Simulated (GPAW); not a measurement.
# BN (P6_3/mmc): refractive index against wavelength

The refractive index of BN (P6_3/mmc) along x below the direct gap (4.50 eV on the mesh) is read from one computed spectrum, n = √(Re ε). x, y and z are the Cartesian axes of the input cell.

The structure is hexagonal, space group P6_3/mmc (No. 194). The conventional cell has a = 2.498 Å, b = 2.498 Å, c = 6.636 Å, α = 90.00°, β = 90.00°, γ = 120.00°. N on site d is surrounded by 3 B at 1.44 Å. B on site c has 3 N at 1.44 Å as nearest neighbours.

Method: GPAW 26.7.0, LDA, RPA, k-mesh 15×15×5, local fields up to 50 eV, Lorentzian half width 0.15 eV.

Launch of the response step: `OMP_NUM_THREADS=1 python df.py`. The run took 1.8 min, its band step included, on 1 thread of Arm Neoverse V2, on a shared host.

| wavelength (nm) | photon energy E (eV) | n |
| --- | --- | --- |
| 1064 | 1.165 | 2.2112 |
| 850 | 1.459 | 2.2264 |
| 700 | 1.771 | 2.2475 |
| 633 | 1.959 | 2.2629 |
| 532 | 2.331 | 2.3007 |
| 450 | 2.755 | 2.3592 |
| 405 | 3.061 | ? |

In the single-oscillator model n² − 1 = E₀E_d/(E₀² − E²), so 1/(n² − 1) = E₀/E_d − E²/(E₀E_d) is linear in E².

Working, on the rows shown:

| x = E² (eV²) | y = 1/(n² − 1) |
| --- | --- |
| 1.35784 | 0.257109 |
| 2.12762 | 0.252726 |
| 3.13716 | 0.246837 |
| 3.83641 | 0.242676 |
| 5.43137 | 0.232925 |
| 7.59115 | 0.219018 |

Means: x̄ = 3.9136, ȳ = 0.24188. Σ(x − x̄)(y − ȳ) = -0.1599, Σ(x − x̄)² = 26.16. Slope = -0.1599 / 26.16 = -0.006111; intercept = ȳ − slope · x̄ = 0.2658. Turned back into n, the line misses the rows shown by at most 0.0017.

Q: Predict the last column of the withheld row from the fit.

A: At x = 9.3718 the line gives y = 0.20852, that is 2.4074. The run gave 2.4155, so the extrapolation is off by 0.0081, 4 % of the range in the table.

Refitted with all rows, the slope is -0.006264 and the intercept 0.26627. These give E₀ = √(intercept/−slope) = 6.52 eV and E_d = E₀/intercept = 24.5 eV; E₀ is 1.4 times the direct gap. The electronic limit at long wavelengths, without lattice vibrations, is n = √(1 + 1/intercept) = 2.181. The cell comes from an older database entry, whose edges can be off by a per cent or so. Excitons are left out; LDA gaps are as a rule too small. The values come from a sum over the points of one k-mesh and carry its error, which grows as the direct gap shrinks.
